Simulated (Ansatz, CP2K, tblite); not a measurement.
# Running random packing of 23Li2O-77B2O3 (mol %) (59 atoms) with tblite

Aim: run random packing of 23Li2O-77B2O3 (mol %) (59 atoms) in tblite and see how near its forces come to a plane-wave reference, and at what cost.

Calculated with tblite 0.8.0; the method is named at each step.

## 1. The starting structure

The cell holds 59 atoms: 6 Li, 33 O and 20 B. Cell: a = 8.694 Å, b = 8.694 Å, c = 8.694 Å, α = 90.0°, β = 90.0°, γ = 90.0°. 59 atoms (6 Li, 33 O, 20 B) packed at random in a cube at 1.99 g/cm³ and pushed apart as soft spheres, cations and anions kept from their own kind; a start for melting by ab initio MD, not an equilibrated structure. Then every atom was moved at random, 0.02 Å r.m.s. a Cartesian component.

The yardstick, on the same geometry:

```
method                 : Kohn-Sham DFT, PBE, PAW, plane waves (Ansatz 0.2.0); cutoff 420 eV, Γ point, fermi-dirac smearing of 0.05 eV; PAW set soft_2
r.m.s. force component : 2.535 eV/Å
longest force          : 8.447 eV/Å
pressure               : -22.83 GPa
SCF cycles             : 15
time                   : 5.2 s on 4 threads of Arm Neoverse V2, shared host
CPU time               : 19 s
```

## 2. GFN1-xTB

Method: GFN1-xTB tight binding, diagonalisation.

run.py reads:

```python
import numpy as np
from ase.io import read
from tblite.ase import TBLite

atoms = read("structure.xyz")
atoms.calc = TBLite(method="GFN1-xTB", electronic_temperature=580, accuracy=1.0, max_iterations=250, mixer_damping=0.4, verbosity=1)
energy = atoms.get_potential_energy()
forces = atoms.get_forces()
print(f"energy {energy:.6f} eV")
print("forces (eV/A)")
for i, (a, f) in enumerate(zip(atoms, forces)):
    print(f"{i:4d} {a.symbol:2s} {f[0]:10.5f} {f[1]:10.5f} {f[2]:10.5f}")
stress = -atoms.get_stress(voigt=False) * 160.21766
print("stress (GPa, compression positive)")
for row in stress:
    print(" ".join(f"{x:10.4f}" for x in row))
print("charges (e)")
print(np.array2string(atoms.get_charges(), precision=4, suppress_small=True, max_line_width=110, threshold=100000))
```

structure.xyz reads:

```xyz
59
Lattice="8.69350 0.00000 0.00000 0.00000 8.69350 0.00000 0.00000 0.00000 8.69350" Properties=species:S:1:pos:R:3 pbc="T T T"
Li 3.35978 0.17848 3.52591
Li 4.00562 4.13019 1.08451
Li 1.61969 8.54762 0.47962
Li 7.86397 1.84302 1.62447
Li 2.12652 7.27742 4.94530
Li 4.73909 3.99484 7.38669
O 4.66293 2.60518 1.99498
O 5.88107 8.35854 4.74639
O 1.12616 1.41078 3.59754
O 2.44235 2.61631 0.49110
O 2.51781 0.11658 7.09555
O 3.18895 0.29914 1.52936
O 6.41632 2.83712 8.55936
O 5.32042 5.85725 3.54590
O 3.97980 6.76406 0.05320
O 5.32094 7.21508 1.77217
O 8.04149 3.79610 4.26842
O 7.06434 8.56597 1.68576
O 1.75687 6.24072 0.58559
O 0.37973 7.41373 5.78100
O 5.30686 6.83648 6.43806
O 8.50555 2.08853 8.52641
O 8.23883 4.27798 8.42235
O 1.56796 1.57005 5.73423
O 4.08534 0.86022 5.69007
O 1.28342 4.23391 1.57717
O 5.80848 4.60973 1.21857
O 0.46545 7.13467 3.40542
O 1.65524 4.70883 7.23603
O 3.49713 2.57562 7.04608
O 7.95725 8.14598 7.95786
O 5.69276 3.18695 4.58400
O 7.62585 5.95235 1.20927
O 7.50180 0.89334 5.61113
O 7.27281 4.05482 6.43136
O 5.62669 1.12477 7.40225
O 1.52275 5.42353 4.91357
O 2.95118 3.67648 4.65033
O 5.11960 0.58481 2.88694
B 0.39938 7.53240 7.26012
B 2.31943 2.81104 5.95852
B 3.19251 6.02251 2.47174
B 3.99823 0.86257 0.13232
B 6.94567 4.79464 0.27011
B 7.22195 7.07694 2.76653
B 0.34070 8.50850 2.59118
B 3.38247 5.18150 5.45282
B 3.88860 6.87960 7.25655
B 6.94489 1.10781 8.09391
B 5.66112 8.49703 6.20516
B 5.73728 1.98299 3.17026
B 5.66573 0.29914 1.57022
B 0.53700 6.56368 1.64020
B 1.05835 2.60301 7.82850
B 8.56075 5.94783 4.58565
B 2.35750 3.16000 2.72915
B 6.01686 7.73539 8.30942
B 0.13927 1.47268 5.31851
B 6.65270 4.40760 4.68328
```

Started as:

```
$ OMP_NUM_THREADS=1 python run.py > output.txt
```

Output:

```text
------------------------------------------------------------
  cycle        total energy    energy error   density error
------------------------------------------------------------
      1     -160.3232889491  -1.6031622E+02   1.1410943E+00
      2     -119.1591343325   4.1164155E+01   1.6131932E+00
      3     -145.7818691947  -2.6622735E+01   9.0991500E-01
      4     -170.2379856514  -2.4456116E+01   6.7122584E-01
      5     -177.1668641507  -6.9288785E+00   4.7313216E-01
      6     -174.6721147951   2.4947494E+00   5.5292723E-01
      7     -180.0603457745  -5.3882310E+00   3.4088369E-01
      8     -179.6253359443   4.3500983E-01   3.4016821E-01
      9     -181.2272304552  -1.6018945E+00   2.2604456E-01
     10     -178.2876179037   2.9396126E+00   3.7009255E-01
     11     -181.2808345152  -2.9932166E+00   2.3007530E-01
     12     -182.2027527646  -9.2191825E-01   1.6868797E-01
     13     -182.6145440698  -4.1179131E-01   1.1421000E-01
     14     -182.3493153483   2.6522872E-01   1.5087622E-01
     15     -182.5865925609  -2.3727721E-01   1.1177783E-01
     16     -182.7859926885  -1.9940013E-01   7.8880907E-02
     17     -182.9283822042  -1.4238952E-01   4.3858290E-02
     18     -182.9171813057   1.1200898E-02   4.4777211E-02
     19     -182.7807347529   1.3644655E-01   7.3653964E-02
     20     -182.9558341293  -1.7509938E-01   2.5014839E-02
     21     -182.9704684502  -1.4634321E-02   1.4791440E-02
     22     -182.9753652020  -4.8967519E-03   8.9763163E-03
     23     -182.9771950632  -1.8298612E-03   5.0576608E-03
     24     -182.9775949374  -3.9987412E-04   3.8296527E-03
     25     -182.9778285846  -2.3364725E-04   2.4369898E-03
     26     -182.9778538653  -2.5280651E-05   2.1649877E-03
     27     -182.9779807073  -1.2684206E-04   7.9908818E-04
     28     -182.9779868508  -6.1434318E-06   5.7455306E-04
     29     -182.9779832795   3.5712447E-06   5.8802633E-04
     30     -182.9779900610  -6.7815078E-06   3.6052672E-04
     31     -182.9779937608  -3.6998174E-06   1.5163227E-04
     32     -182.9779944926  -7.3171043E-07   6.9566411E-05
     33     -182.9779945916  -9.9082513E-08   3.8892039E-05
     34     -182.9779946238  -3.2192787E-08   1.9231458E-05
------------------------------------------------------------
 total:                                   2.031 sec
energy -4979.084846 eV
forces (eV/A)
   0 Li    0.46529    0.53520   -0.04556
   1 Li   -0.06728    0.01721    0.15856
   2 Li    0.45203    0.07920   -0.31604
   3 Li    0.23854    0.48362    0.15132
   4 Li   -0.03541   -0.17322    0.47018
   5 Li    0.58093   -0.53785   -0.27706
   6 O     2.45824   -0.17853    3.30008
   7 O    -0.95537    0.39989    5.02612
   8 O    -2.36990   -1.87191   -2.03773
   9 O    -2.00627    0.08952   -2.35118
  10 O     2.21497   -2.47591    1.68480
  11 O     2.08265    1.45384   -5.74188
  12 O    -0.50860   -2.20810    0.47827
  13 O     0.92607   -0.18837    0.47833
  14 O    -0.02830    0.54468   -8.34101
  15 O     0.35619    0.99210   -0.35169
  16 O    -3.32926    4.49650    1.02376
  17 O     1.94910    0.97263    1.33657
  18 O    -5.35440    2.67175    5.60742
  19 O    -0.38125   -1.02393    6.04189
  20 O    -3.27451    3.50313    4.39023
  21 O     4.85230   -2.29756   -3.71059
  22 O    -5.21636    2.87867   -0.59197
  23 O    -3.19555    4.04969    1.31349
[...]
51 B    -0.31070   -5.60952    4.68622
  52 B     1.04998   -3.08410   -4.53074
  53 B    -1.28974    1.09631    5.33525
  54 B     6.34234   -0.25324    1.41382
  55 B    -2.53624    1.31616   -1.31470
  56 B     0.10493   -1.10744    0.32098
  57 B    -2.86887   -3.01964    0.01579
  58 B     1.53893   -6.80554    0.33739
stress (GPa, compression positive)
  -31.2665    -0.2551     0.8606
   -0.2551   -21.3226    -1.0910
    0.8606    -1.0910   -29.2710
charges (e)
[ 0.2688  0.2026  0.1222  0.2088  0.1859  0.2198 -0.4613 -0.4097 -0.4875 -0.3813 -0.4452 -0.4909 -0.4005
 -0.4565 -0.4464 -0.4168 -0.434  -0.5076 -0.4085 -0.4268 -0.4752 -0.3981 -0.2958 -0.3209 -0.3162 -0.3882
 -0.3674 -0.393  -0.4162 -0.3848 -0.4791 -0.4025 -0.4272 -0.5059 -0.3826 -0.3483 -0.5041 -0.4032 -0.3154
  0.6882  0.6935  0.5744  0.6197  0.7071  0.59    0.4985  0.5162  0.591   0.7008  0.6815  0.6763  0.6188
  0.6033  0.6963  0.6202  0.6585  0.4551  0.663   0.6365]
```

It took 2.6 s on 1 thread of Arm Neoverse V2, shared host; peak memory 0.1 GiB.

Banners, paths, timers and routine set-up lines are dropped from the logs unmarked, and long logs keep their key lines alone; longer cuts are marked.

Against the reference:

- r.m.s. force component: 2.895 eV/Å
- r.m.s. difference of force components: 588.6 meV/Å
- longest difference of force vectors: 2149 meV/Å
- force difference over r.m.s. force: 23.21 %
- slope of forces against the reference's: 1.125
- correlation of force components: 0.9852
- pressure: -27.29 GPa
- pressure difference: -4.46 GPa

Length of the force difference by element (eV/Å):

```csv
element,atoms,mean,most
B,20,1.1,2.1
Li,6,0.46,0.74
O,33,0.88,1.8
```

A closer look about B57, whose charge lies farthest from its element's mean: 11 atoms, nearest first, numbered in the order of the input, with positions taken from that point.

```csv
atom,x,y,z,distance (Å),Mulliken charge (e),Fx,Fy,Fz (eV/Å)
B57,0.00,0.00,0.00,0.00,0.46,0.10,-1.11,0.32
O31,1.94,0.41,-0.35,2.01,-0.48,1.77,-1.18,-0.92
O21,-0.71,-0.90,-1.87,2.19,-0.48,-3.27,3.50,4.39
B50,-0.36,0.76,-2.10,2.27,0.68,-2.51,0.02,-6.12
B49,0.93,2.07,-0.22,2.28,0.70,-0.99,5.19,-1.55
O15,-2.04,-0.97,0.44,2.30,-0.45,-0.03,0.54,-8.34
O36,-0.39,2.08,-0.91,2.31,-0.35,4.19,-4.78,0.80
O16,-0.70,-0.52,2.16,2.32,-0.42,0.36,0.99,-0.35
B52,-0.35,1.26,1.95,2.35,0.62,-0.31,-5.61,4.69
O18,1.05,0.83,2.07,2.46,-0.51,1.95,0.97,1.34
B48,-2.13,-0.86,-1.05,2.52,0.59,3.19,-0.12,4.99
```

Atoms are counted from 1 here, from 0 in the log.

Forces lie 23 % from the reference's, at 0.14 times its CPU time (on 1 against 4 cores).

## 3. Results

| Property | Result |
| --- | --- |
| force difference from the reference | tblite GFN1-xTB, 23 % |
| its CPU time | 2.6 s |

What this shows: Tight binding differs by 23 % (tblite GFN1-xTB); it is another model, with fitted parameters of its own, and the xTB methods hold dispersion. One electronic-structure run takes under half the reference's CPU time: tblite GFN1-xTB, at 23 % in 2.6 s against 19 s; its pressure misses by -4.5 GPa. Periodic xTB results under one method name differ between programs and library versions. The reference's stress is far from hydrostatic: its diagonal is -26.7, -18.5, -23.3 GPa, compression counted positive. The reference's pressure of -23 GPa belongs to a cell and atoms that aren't relaxed at this level. The electronic-structure runs sample only Γ, in a cell whose shortest periodic width is 9 Å, which is coarse for a cell with partly filled levels.

[Also dropped from logs without a mark: logging warnings of Python, and SIESTA's first energy breakdown and zero terms.]

[Logs are printed without paths, hosts, clocks, repeated set-up lines and the standing remarks that a program may print on its own settings, such as how far it seeks lower states.]

[Hosts, paths, dates, database ids (printed as entryN), source tags and the programs' standing remarks are cut or masked in the printed files.]
